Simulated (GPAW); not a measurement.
# A 8-layer slab of Cu(100): work function by functional and basis

Wanted: work functions and dipole of a 8-layer slab of Cu(100), with the cost of each level.

Calculated with GPAW 26.7.0; GPAW, PAW setups; slab in vacuum, relaxation, in the first sound run; inputs show where later runs differ.

Report form: the programs' logs are mostly left out.

## Step 1: Set-up

The cell holds 8 atoms: 8 Cu. Cell: a = 2.553 Å, b = 2.553 Å, c = 26.635 Å, α = 90.0°, β = 90.0°, γ = 90.0°. Vacuum lies along c.

## Step 2: Relaxing the atoms

The atoms are relaxed first, since the surface dipole, and with it the work function, follows the positions of the outer layers. The lowest 4 atoms are held at bulk positions and keep their forces.

Contents of run.py:

```python
import json
import numpy as np
from ase import Atoms
from ase.constraints import FixAtoms
from ase.optimize import BFGS
from gpaw import GPAW, PW

slab = Atoms(
    ['Cu', 'Cu', 'Cu', 'Cu', 'Cu', 'Cu', 'Cu', 'Cu'],
    positions=[
        [1.27633, 1.27633, 7.00000],
        [0.00000, 0.00000, 8.80500],
        [1.27633, 1.27633, 10.61000],
        [0.00000, 0.00000, 12.41500],
        [1.27633, 1.27633, 14.22000],
        [0.00000, 0.00000, 16.02500],
        [1.27633, 1.27633, 17.83000],
        [0.00000, 0.00000, 19.63500]],
    cell=[[2.55266, 0.0, 0.0], [0.0, 2.55266, 0.0], [0.0, 0.0, 26.635]],
    pbc=[True, True, False])

slab.calc = GPAW(mode=PW(400), xc='PBE', kpts={'size': (12, 12, 1), 'gamma': True},
                 occupations={'name': 'fermi-dirac', 'width': 0.1}, nbands='160%',
                 convergence={'density': 1e-05}, maxiter=200,
                 poissonsolver={'dipolelayer': 'xy'},
                 symmetry={'tolerance': 1e-3, 'extra_ids': [1, 1, 1, 1, 0, 0, 0, 0]}, txt='slab.txt')
result = {}
slab.set_constraint(FixAtoms([0, 1, 2, 3]))
path = []
opt = BFGS(slab, maxstep=0.2)
opt.attach(lambda: path.append((slab.get_potential_energy(), slab.positions.tolist(), slab.get_forces().tolist())))
result['relaxed'] = bool(opt.run(fmax=0.03, steps=40))
result['path'] = path
energy = slab.get_potential_energy()
fermi = slab.calc.get_fermi_level()
v = slab.calc.get_electrostatic_potential().mean((0, 1)) - fermi
n = slab.calc.get_pseudo_density().mean((0, 1))
L = slab.cell[2, 2]
z = np.arange(len(v)) * L / len(v)
low, high = slab.positions[:, 2].min(), slab.positions[:, 2].max()
below, above = np.interp([low - 4.8, high + 4.8], z, v)
slopes = [np.interp(x, z, np.gradient(v, z)) for x in (low - 4.8, high + 4.8)]
eps = np.array([[slab.calc.get_eigenvalues(k, s) for k in range(len(slab.calc.get_ibz_k_points()))]
                for s in range(slab.calc.get_number_of_spins())]) - fermi
top, bottom = eps[eps < 0].max(), eps[eps > 0].min()
dipole = slab.get_dipole_moment()[2]
print(f'energy {energy:.4f} eV, Fermi level {fermi:.4f} eV, dipole {dipole:.5f} e A')
print(f'potential 4.8 A off the faces, from the Fermi level: lower {below:.4f} eV, upper {above:.4f} eV')
print(f'slope of the potential there: lower {slopes[0]:.5f}, upper {slopes[1]:.5f} eV/A')
print(f'nearest levels on the mesh: {top:.4f} and {bottom:.4f} eV')
print('magnetic moment', round(slab.get_magnetic_moment(), 3))
result.update(energy=energy, fermi=fermi, dipole=dipole, below=below, above=above, slopes=slopes, edges=[top, bottom],
              z=z.tolist(), v=v.tolist(), n=n.tolist(), positions=slab.positions.tolist(),
              forces=slab.get_forces(apply_constraint=False).tolist(), moments=slab.get_magnetic_moments().tolist())
json.dump(result, open('result.json', 'w'))
```

On the command line:

```
$ OMP_NUM_THREADS=1 OPENBLAS_NUM_THREADS=1 python run.py
```

Wall time 21 min (1 thread of Intel Xeon at 2.80GHz (Skylake/Cascade Lake), shared host); peak memory 0.29 GiB.

The steps of the relaxation:

| step | energy less that of the first step (eV) | largest force (eV/Å) |
| --- | --- | --- |
| 1 | 0.0000 | 0.2181 |
| 2 | -0.0007 | 0.1926 |
| 3 | -0.0030 | 0.0771 |
| 4 | -0.0031 | 0.0733 |
| 5 | -0.0055 | 0.0756 |
| 6 | -0.0069 | 0.1376 |
| 7 | -0.0075 | 0.1389 |
| 8 | -0.0100 | 0.1043 |
| 9 | -0.0109 | 0.0623 |
| 10 | -0.0113 | 0.0127 |

The atoms that moved most (Å):

| atom | dx | dy | dz | length |
| --- | --- | --- | --- | --- |
| Cu7 | 0.000 | 0.000 | 0.128 | 0.128 |
| Cu8 | 0.000 | 0.000 | 0.114 | 0.114 |
| Cu6 | 0.000 | 0.000 | 0.085 | 0.085 |
| Cu5 | 0.000 | 0.000 | 0.044 | 0.044 |

Final coordinates:

```xyz
8
Lattice="2.5527 0.0000 0.0000 0.0000 2.5527 0.0000 0.0000 0.0000 26.6350" Properties=species:S:1:pos:R:3
Cu    1.2763    1.2763    7.0000
Cu    0.0000    0.0000    8.8050
Cu    1.2763    1.2763   10.6100
Cu    0.0000    0.0000   12.4150
Cu    1.2763    1.2763   14.2639
Cu    0.0000    0.0000   16.1096
Cu    1.2763    1.2763   17.9584
Cu    0.0000    0.0000   19.7489
```

This step gave:

| Quantity | Value |
| --- | --- |
| dipole along the normal | 0.001093 e·Å |
| levels nearest the Fermi level on the mesh | -2.01e-4, 0.006530 eV from the Fermi level |
| upper work function | 4.553 eV |
| lower work function | 4.569 eV |

The electrostatic potential energy of an electron (without an applied field's), less the Fermi level, planar mean oscillates, so the rows of the table below give means over windows of 1.81 Å about each position, cut where the curve ends. Its maxima inside the range that stand out by 2 % of the span (Å: eV): 7.9: -1.55, 9.7: -1.65, 11.5: -1.63, 13.3: -1.25, 15.2: -1.31, 17.0: -1.25, 18.9: -1.68. Its minima: 7.0: -15.8, 8.8: -16.1, 10.7: -16.0, 12.5: -15.9, 14.3: -16.0, 16.1: -16.0, 18.0: -16.0, 19.7: -15.8.

Electrostatic potential energy of an electron (without an applied field's), less the Fermi level, planar mean against z; means over each step:

| z (Å) | electrostatic potential energy of an electron (without an applied field's), less the Fermi level, planar mean (eV) |
| --- | --- |
| 0.91 | 4.57 |
| 2.71 | 4.57 |
| 4.52 | 4.43 |
| 6.33 | -4.52 |
| 8.14 | -8.04 |
| 9.95 | -8.10 |
| 11.76 | -8.08 |
| 13.57 | -7.68 |
| 15.38 | -7.68 |
| 17.20 | -7.67 |
| 19.00 | -8.13 |
| 20.81 | -0.337 |
| 22.62 | 4.50 |
| 24.43 | 4.55 |
| 26.24 | 4.55 |

The pseudo valence density, planar mean oscillates, so the rows of the table below give means over windows of 1 Å about each position, cut where the curve ends. Its maxima inside the range that stand out by 2 % of the span (Å: e/Å³): 7.0: 2.10, 8.7: 2.05, 10.7: 2.09, 12.4: 2.07, 14.3: 2.12, 16.2: 2.01, 17.9: 2.07, 19.8: 2.05. Its minima: 7.9: 0.305, 9.8: 0.316, 11.5: 0.305, 13.4: 0.295, 15.1: 0.292, 17.0: 0.287, 18.8: 0.322.

Pseudo valence density, planar mean against z; means over each step:

z (Å), pseudo valence density, planar mean (e/Å³) and a bar:
```
        3       0.00 
        4       0.00 
        5       0.01 
        6       0.17 ####
        7       1.34 ##############################
        8       0.50 ###########
        9       1.28 ############################
       10       0.71 ################
       11       1.05 #######################
       12       1.01 ######################
       13       0.74 ################
       14       1.21 ###########################
       15       0.53 ############
       16       1.32 #############################
       17       0.45 ##########
       18       1.35 ##############################
       19       0.56 #############
       20       1.18 ##########################
       21       0.08 ##
       22       0.01 
       23       0.00 
       24       0.00
```

The relaxation lowered the energy of the cell by 0.0113 eV (energies extrapolated to zero smearing; the optimiser's log prints free energies). The largest force left on a free atom is 0.013 eV/Å.

## Step 3: Plane waves, PBE

The work function is the vacuum plateau of the electrostatic potential less the Fermi level; a dipole layer lets the two faces have plateaus of their own.

This step: GPAW, PAW setups; slab in vacuum (GPAW 26.7.0).

run.py, as its differences from that of step 2:

```diff
@@ -3,4 +3,2 @@
 from ase import Atoms
-from ase.constraints import FixAtoms
-from ase.optimize import BFGS
 from gpaw import GPAW, PW
@@ -14,6 +12,6 @@
         [0.00000, 0.00000, 12.41500],
-        [1.27633, 1.27633, 14.22000],
-        [0.00000, 0.00000, 16.02500],
-        [1.27633, 1.27633, 17.83000],
-        [0.00000, 0.00000, 19.63500]],
+        [1.27633, 1.27633, 14.26386],
+        [-0.00000, -0.00000, 16.10962],
+        [1.27633, 1.27633, 17.95838],
+        [-0.00000, -0.00000, 19.74887]],
     cell=[[2.55266, 0.0, 0.0], [0.0, 2.55266, 0.0], [0.0, 0.0, 26.635]],
@@ -25,10 +23,4 @@
                  poissonsolver={'dipolelayer': 'xy'},
-                 symmetry={'tolerance': 1e-3, 'extra_ids': [1, 1, 1, 1, 0, 0, 0, 0]}, txt='slab.txt')
+                 symmetry={'tolerance': 1e-3}, txt='slab.txt')
 result = {}
-slab.set_constraint(FixAtoms([0, 1, 2, 3]))
-path = []
-opt = BFGS(slab, maxstep=0.2)
-opt.attach(lambda: path.append((slab.get_potential_energy(), slab.positions.tolist(), slab.get_forces().tolist())))
-result['relaxed'] = bool(opt.run(fmax=0.03, steps=40))
-result['path'] = path
 energy = slab.get_potential_energy()
```

Run time: 4 min. Hardware: 1 thread; peak memory 0.29 GiB.

Numbers from this step:

```
dipole along the normal                    : 4.90e-4 e·Å
levels nearest the Fermi level on the mesh : -2.01e-4, 0.006538 eV from the Fermi level
upper work function                        : 4.554 eV
```

Electrostatic potential energy of an electron (without an applied field's), less the Fermi level, planar mean against z:

z (Å), electrostatic potential energy of an electron (without an applied field's), less the Fermi level, planar mean (eV) and a bar from the least value:
```
      0.0        4.6 ##############################
      0.5        4.6 ##############################
      1.0        4.6 ##############################
      1.5        4.6 ##############################
      2.0        4.6 ##############################
      2.5        4.6 ##############################
      3.0        4.6 ##############################
      3.5        4.6 ##############################
      4.0        4.6 ##############################
      4.5        4.5 ##############################
      5.0        4.3 ##############################
      5.5        3.8 #############################
      6.0        1.7 ##########################
      6.5       -5.6 ###############
      7.0      -15.7 
      7.5       -6.0 ###############
      8.0       -1.9 #####################
      8.5      -11.2 #######
      9.0      -13.8 ###
      9.5       -2.9 ###################
     10.0       -4.1 #################
     10.5      -15.2 #
     11.0       -8.9 ##########
     11.5       -1.6 #####################
     12.0       -8.2 ###########
     12.5      -15.5 #
     13.0       -4.3 #################
     13.5       -2.0 ####################
     14.0      -12.1 ######
     14.5      -12.8 #####
     15.0       -2.2 ####################
     15.5       -3.9 ##################
     16.0      -15.2 #
     16.5       -8.8 ###########
     17.0       -1.3 #####################
     17.5       -7.1 #############
     18.0      -16.0 
     18.5       -5.4 ###############
     19.0       -2.3 ####################
     19.5      -12.3 #####
     20.0      -12.1 ######
     20.5       -0.8 ######################
     21.0        3.1 ############################
     21.5        4.1 #############################
     22.0        4.4 ##############################
     22.5        4.5 ##############################
     23.0        4.5 ##############################
     23.5        4.6 ##############################
     24.0        4.6 ##############################
     24.5        4.6 ##############################
     25.0        4.6 ##############################
     25.5        4.6 ##############################
     26.0        4.6 ##############################
     26.5        4.6 ##############################
```

The pseudo valence density, planar mean oscillates, so the rows of the table below give means over windows of 1 Å about each position, cut where the curve ends. Its maxima inside the range that stand out by 2 % of the span (Å: e/Å³): 7.0: 2.10, 8.7: 2.05, 10.7: 2.09, 12.4: 2.07, 14.3: 2.12, 16.2: 2.01, 17.9: 2.07, 19.8: 2.05. Its minima: 7.9: 0.305, 9.8: 0.316, 11.5: 0.305, 13.4: 0.295, 15.1: 0.292, 17.0: 0.287, 18.8: 0.322.

The pseudo valence density, planar mean by z; means over each step:

| z (Å) | pseudo valence density, planar mean (e/Å³) |
| --- | --- |
| 3 | 6.8e-5 |
| 4 | 8.3e-4 |
| 5 | 0.0106 |
| 6 | 0.172 |
| 7 | 1.34 |
| 8 | 0.500 |
| 9 | 1.28 |
| 10 | 0.710 |
| 11 | 1.05 |
| 12 | 1.01 |
| 13 | 0.735 |
| 14 | 1.21 |
| 15 | 0.533 |
| 16 | 1.32 |
| 17 | 0.455 |
| 18 | 1.35 |
| 19 | 0.564 |
| 20 | 1.18 |
| 21 | 0.0773 |
| 22 | 0.00555 |
| 23 | 4.5e-4 |
| 24 | 3.6e-5 |

Force by atom:

| atom | x (eV/Å) | y (eV/Å) | z (eV/Å) | size |
| --- | --- | --- | --- | --- |
| Cu1 | 0.000 | 0.000 | 0.038 | 0.038 |
| Cu2 | 0.000 | 0.000 | -0.220 | 0.220 |
| Cu3 | 0.000 | 0.000 | 0.017 | 0.017 |
| Cu4 | 0.000 | 0.000 | 0.179 | 0.179 |
| Cu5 | 0.000 | 0.000 | -0.012 | 0.012 |
| Cu6 | 0.000 | 0.000 | -0.009 | 0.009 |
| Cu7 | 0.000 | 0.000 | 0.001 | 0.001 |
| Cu8 | 0.000 | 0.000 | 0.007 | 0.007 |

The potential is flat to 8.2e-4 eV/Å where it is read, so the vacuum is wide enough.

## Step 4: Self-consistent run: xc = "RPBE"

The same geometry under RPBE, to see how far the functional moves the levels against the vacuum.

run.py, as its differences from that of step 3:

```diff
@@ -19,3 +19,3 @@
 
-slab.calc = GPAW(mode=PW(400), xc='PBE', kpts={'size': (12, 12, 1), 'gamma': True},
+slab.calc = GPAW(mode=PW(400), xc='RPBE', kpts={'size': (12, 12, 1), 'gamma': True},
                  occupations={'name': 'fermi-dirac', 'width': 0.1}, nbands='160%',
```

Wall time 3.8 min (1 thread); peak memory 0.29 GiB.

This step gave:

* dipole along the normal: 5.18e-4 e·Å
* levels nearest the Fermi level on the mesh: -0.01953, 0.001159 eV from the Fermi level
* upper work function: 4.373 eV
* lower work function: 4.389 eV

The electrostatic potential energy of an electron (without an applied field's), less the Fermi level, planar mean by z:

z (Å), electrostatic potential energy of an electron (without an applied field's), less the Fermi level, planar mean (eV) and a bar from the least value:
```
      0.0        4.4 ##############################
      0.5        4.4 ##############################
      1.0        4.4 ##############################
      1.5        4.4 ##############################
      2.0        4.4 ##############################
      2.5        4.4 ##############################
      3.0        4.4 ##############################
      3.5        4.4 ##############################
      4.0        4.4 ##############################
      4.5        4.3 ##############################
      5.0        4.2 ##############################
      5.5        3.6 #############################
      6.0        1.6 ##########################
      6.5       -5.7 ###############
      7.0      -15.8 
      7.5       -6.2 ###############
      8.0       -2.0 #####################
      8.5      -11.3 #######
      9.0      -13.9 ###
      9.5       -3.0 ###################
     10.0       -4.2 #################
     10.5      -15.3 #
     11.0       -9.0 ##########
     11.5       -1.8 #####################
     12.0       -8.4 ###########
     12.5      -15.6 #
     13.0       -4.5 #################
     13.5       -2.1 ####################
     14.0      -12.2 ######
     14.5      -12.9 #####
     15.0       -2.4 ####################
     15.5       -4.1 ##################
     16.0      -15.3 #
     16.5       -8.9 ###########
     17.0       -1.5 #####################
     17.5       -7.3 #############
     18.0      -16.1 
     18.5       -5.6 ###############
     19.0       -2.5 ####################
     19.5      -12.5 #####
     20.0      -12.3 ######
     20.5       -1.0 ######################
     21.0        2.9 ############################
     21.5        3.9 #############################
     22.0        4.2 ##############################
     22.5        4.3 ##############################
     23.0        4.4 ##############################
     23.5        4.4 ##############################
     24.0        4.4 ##############################
     24.5        4.4 ##############################
     25.0        4.4 ##############################
     25.5        4.4 ##############################
     26.0        4.4 ##############################
     26.5        4.4 ##############################
```

The pseudo valence density, planar mean oscillates, so the rows of the table below give means over windows of 1 Å about each position, cut where the curve ends. Its maxima inside the range that stand out by 2 % of the span (Å: e/Å³): 7.0: 2.10, 8.7: 2.05, 10.7: 2.09, 12.4: 2.07, 14.3: 2.12, 16.2: 2.01, 17.9: 2.07, 19.8: 2.05. Its minima: 7.9: 0.304, 9.8: 0.315, 11.5: 0.304, 13.4: 0.293, 15.1: 0.290, 17.0: 0.286, 18.8: 0.320.

The pseudo valence density, planar mean by z; means over each step:

| z (Å) | pseudo valence density, planar mean (e/Å³) |
| --- | --- |
| 3 | 7.7e-5 |
| 4 | 8.7e-4 |
| 5 | 0.0105 |
| 6 | 0.172 |
| 7 | 1.34 |
| 8 | 0.499 |
| 9 | 1.28 |
| 10 | 0.710 |
| 11 | 1.05 |
| 12 | 1.01 |
| 13 | 0.735 |
| 14 | 1.21 |
| 15 | 0.532 |
| 16 | 1.32 |
| 17 | 0.454 |
| 18 | 1.35 |
| 19 | 0.564 |
| 20 | 1.18 |
| 21 | 0.0770 |
| 22 | 0.00552 |
| 23 | 4.8e-4 |
| 24 | 4.1e-5 |

Force by atom:

| atom | x (eV/Å) | y (eV/Å) | z (eV/Å) | size |
| --- | --- | --- | --- | --- |
| Cu1 | 0.000 | 0.000 | -0.185 | 0.185 |
| Cu2 | 0.000 | 0.000 | -0.218 | 0.218 |
| Cu3 | 0.000 | 0.000 | 0.017 | 0.017 |
| Cu4 | 0.000 | 0.000 | 0.189 | 0.189 |
| Cu5 | 0.000 | 0.000 | -0.014 | 0.014 |
| Cu6 | 0.000 | 0.000 | -0.009 | 0.009 |
| Cu7 | 0.000 | 0.000 | -0.012 | 0.012 |
| Cu8 | 0.000 | 0.000 | 0.232 | 0.232 |

The upper face's work function is 4.373 eV, against 4.554 eV in the first plane-wave PBE run at this geometry.

(Continued in part 2 of 2.)

[Logs are printed without paths, hosts, clocks, repeated set-up lines and the standing remarks that a program may print on its own settings, such as how far it seeks lower states.]

[Hosts, paths, dates, database ids (printed as entryN), source tags and the programs' standing remarks are cut or masked in the printed files.]
